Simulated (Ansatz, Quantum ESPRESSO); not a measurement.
## Equation of state of fcc Pt

How stiff is fcc Pt under hydrostatic load? Each row scales the relaxed cell evenly and relaxes the atoms. The phase is followed to these pressures whether or not it stays the stable one.

Calculated with Quantum ESPRESSO 7.5, PBEsol, GBRV 1.5 ultrasoft potentials, cutoff 680 eV, Fermi–Dirac smearing 0.05 eV, k-mesh 19×19×19, no spin polarisation, no spin-orbit coupling.

Reference cell, relaxed at zero pressure with PBEsol (Fm-3m): a = 2.7683 Å, b = 2.7683 Å, c = 2.7683 Å, α = 60.00°, β = 60.00°, γ = 60.00°.

```
atom       x       y       z
  Pt  0.0000  0.0000  0.0000
```

```
V (Å³/atom)    V/V0  P (GPa)  E − E0 (meV/atom)
    14.1004  0.9400   21.149               56.3
    14.7004  0.9800    6.172                5.9
    15.3004  1.0200   −5.449                5.0
    15.6004  1.0400  −10.234               19.6
    15.9004  1.0600  −14.439               42.5
```

V0 = 15.0004 Å³ an atom, where the residual pressure P0 is −0.008 GPa. **Question.** Fit the Birch–Murnaghan law and give the pressure and the energy at V = 14.4004 Å³ an atom, a row left out above.

With the Eulerian strain f = ½[(V0/V)^(2/3) − 1] and F = (P − P0)/[3f(1 + 2f)^(5/2)], the third-order law is the line F = B0 + (3/2) B0 (B′ − 4) f.

```
       f  F (GPa)
 0.02106   302.12
 0.00678   293.79
−0.00656   285.87
−0.01290   282.00
−0.01905   278.26
```

A straight line through the 5 rows: the means are −0.002134 for f and 288.41 for F, Σ(Δx)² = 0.001039 and ΣΔxΔy = 0.6179, so the slope is 0.6179/0.001039 = 594.66 and the intercept 288.41 − (594.66)(−0.002134) = 289.68.

Hence B0 = 289.7 GPa and B′ = 4 + (594.7)/(1.5 × 289.7) = 5.37. For the withheld volume f = 0.01379, F = 297.88 GPa and P = 13.19 GPa. The run itself gives 13.19 GPa, so the estimate misses by 0.00 GPa, a rounding's worth.

Integrating the same law gives E − E0 = (9/2) B0 V0 f²[1 + (B′ − 4) f] + P0(V0 − V), with 1 GPa Å³ = 6.2415 meV: 23.6 meV an atom. The run itself gives 24.1 meV, so the estimate misses by 0.5 meV; the fitted rows themselves lie up to 0.7 meV off the law.

The same fit over all rows at other levels or in other programs gives B0 = 287 GPa with PBEsol (Ansatz).

[Logs are printed without paths, hosts, clocks, repeated set-up lines and the standing remarks that a program may print on its own settings, such as how far it seeks lower states.]
